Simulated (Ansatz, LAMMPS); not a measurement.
**A faulty run on glassy 59SiO2-21CaO-14ZnO-7Cr2O3 (mol %) (81 atoms)**

Program: Ansatz 0.2.0. The cell: 17 Si, 6 Ca, 4 Zn, 4 Cr and 50 O.

Input file input.yaml:

```yaml
crystal:
  lattice:
    - [10.30385, 0.0, 0.0]
    - [0.0, 10.30385, 0.0]
    - [0.0, 0.0, 10.30385]
  atoms:
    - { symbol: Si, position: [0.77044, 0.80936, 0.08742] }
    - { symbol: Si, position: [0.53472, 0.65241, 0.74446] }
    - { symbol: Si, position: [0.19775, 0.75447, 0.61119] }
    - { symbol: Si, position: [0.1815, 0.97602, 0.29388] }
    - { symbol: Si, position: [0.41967, 0.34781, 0.4261] }
    - { symbol: Si, position: [0.50329, 0.7158, 0.16738] }
    - { symbol: Si, position: [0.55684, 0.40651, 0.89692] }
    - { symbol: Si, position: [0.4033, 0.01859, 0.08816] }
    - { symbol: Si, position: [0.91885, 0.53009, 0.47987] }
    - { symbol: Si, position: [0.90358, 0.81079, 0.56326] }
    - { symbol: Si, position: [0.98297, 0.23037, 0.67664] }
    - { symbol: Si, position: [0.06733, 0.7663, 0.12877] }
    - { symbol: Si, position: [0.81058, 0.67836, 0.81937] }
    - { symbol: Si, position: [0.67065, 0.01836, 0.5767] }
    - { symbol: Si, position: [0.1021, 0.45806, 0.06962] }
    - { symbol: Si, position: [0.38828, 0.06725, 0.49964] }
    - { symbol: Si, position: [0.68719, 0.12101, 0.13423] }
    - { symbol: Ca, position: [0.32994, 0.31059, 0.7698] }
    [... 57 atom lines left out ...]
    - { symbol: O, position: [0.53246, 0.98396, 0.50603] }
    - { symbol: O, position: [0.42383, 0.60724, 0.10374] }
    - { symbol: O, position: [0.05942, 0.82607, 0.57346] }
    - { symbol: O, position: [0.27387, 0.03754, 0.17894] }
    - { symbol: O, position: [0.90635, 0.56634, 0.86772] }
    - { symbol: O, position: [0.52564, 0.11197, 0.12553] }
magnetization:
  spin_polarized: true
kpoints:
  mp_grids: { grid: [1, 1, 1] }
hamiltonian:
  xc: pbe
scf:
  occupations: { method: fermi_dirac, width: 0.05 }
  max_iter: 75
output:
  forces: true
```

On the command line:

```
$ ansatz run input.yaml --threads 8 --pin off --max-ram 15872MiB --backend cpu --events-out ev --progress --plain --runs-dir out
```

The log of the run:

```text
Error: YAML parse error: error: line 91 column 3: unknown field `mp_grids`, expected one of mp_grid, list, band_path, initial_grid, further_shifts
  --> <input>:91:3
   |
89 |   spin_polarized: true
90 | kpoints:
91 |   mp_grids: { grid: [1, 1, 1] }
   |   ^ unknown field `mp_grids`, expected one of mp_grid, list, band_path, initial_grid, further_shifts
92 | hamiltonian:
93 |   xc: pbe
   |
```

Wall time 0.02 s (8 threads of Arm Neoverse V2, shared host); peak memory 0.02 GiB; 0.02 s of CPU time.

**Question.** What is wrong with this input, and how is it mended?

A misspelt key: kpoints.mp_grid = "mp_grids".

The fix is to spell the key as the program knows it.

The program refused it before any cycle.

[Logs are printed without paths, hosts, clocks, repeated set-up lines and the standing remarks that a program may print on its own settings, such as how far it seeks lower states.]

[Hosts, paths, dates, database ids (printed as entryN), source tags and the programs' standing remarks are cut or masked in the printed files.]
